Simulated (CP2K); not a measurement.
Two runs for the C K edge of 3-hydroxypyrrole. Run A: CP2K XAS_TDP, all-electron GAPW, PBEh(45%), aug-cc-pVDZ, TDA, no relativity. Run B differs in one setting.

First lines with a strength over 0.0015. A:

```
                     atom  energy (eV)  states  strength, one atom
 C2 (bonded to 2 C and O)       283.89       1              0.0591
                                285.24       1              0.0083
                                285.75       1              0.0020
                                285.89       1              0.0054
                                286.72       1              0.0081
 C3 (bonded to 2 C and H)       282.29       1              0.0434
                                283.88       1              0.0049
                                284.36       1              0.0050
                                284.47       1              0.0058
                                284.97       1              0.0020
C4 (bonded to C, N and H)       282.64       1              0.0528
                                284.54       1              0.0098
                                285.45       1              0.0031
                                286.18       2              0.0058
                                286.64       1              0.0021
C6 (bonded to C, N and H)       283.03       1              0.0440
                                284.24       1              0.0105
                                284.70       1              0.0016
                                285.48       1              0.0046
                                285.99       1              0.0017
```

B:

```
                     atom  energy (eV)  states  strength, one atom
 C2 (bonded to 2 C and O)       278.32       1              0.0322
                                278.47       1              0.0022
                                279.30       1              0.0199
                                279.79       1              0.0022
                                280.40       1              0.0017
 C3 (bonded to 2 C and H)       276.52       1              0.0258
                                277.55       1              0.0034
                                277.89       1              0.0100
                                278.61       1              0.0017
                                278.72       1              0.0044
C4 (bonded to C, N and H)       277.15       1              0.0401
                                277.83       1              0.0038
                                278.63       1              0.0024
                                279.34       1              0.0051
                                280.40       1              0.0021
C6 (bonded to C, N and H)       277.30       1              0.0296
                                277.61       1              0.0044
                                278.60       1              0.0024
                                279.46       1              0.0120
                                280.36       1              0.0034
```

Which was it: scalar relativity switched on, the functional, the basis, GW2X switched on?

The functional (functional from PBEh(45%) to PBE0; the lines alone don't name the new value). A functional moves all lines by electronvolts and changes their spacings and strengths. Against PBEh(45%) in aug-cc-pVDZ, the leading lines move by -5.57 eV (C2, to 278.32), -5.77 eV (C3, to 276.52), -5.49 eV (C4, to 277.15) and -5.73 eV (C6, to 277.30); the strength of C2's goes from 0.0591 to 0.0322. The next line of C2 over the strength cut lies 0.15 eV higher, against 1.35.

[Banner, clock and machine lines of the logs are left out without a mark of their own.]

[Logs are printed without paths, hosts, clocks, repeated set-up lines and the standing remarks that a program may print on its own settings, such as how far it seeks lower states.]

[Hosts, paths, dates, database ids (printed as entryN), source tags and the programs' standing remarks are cut or masked in the printed files.]
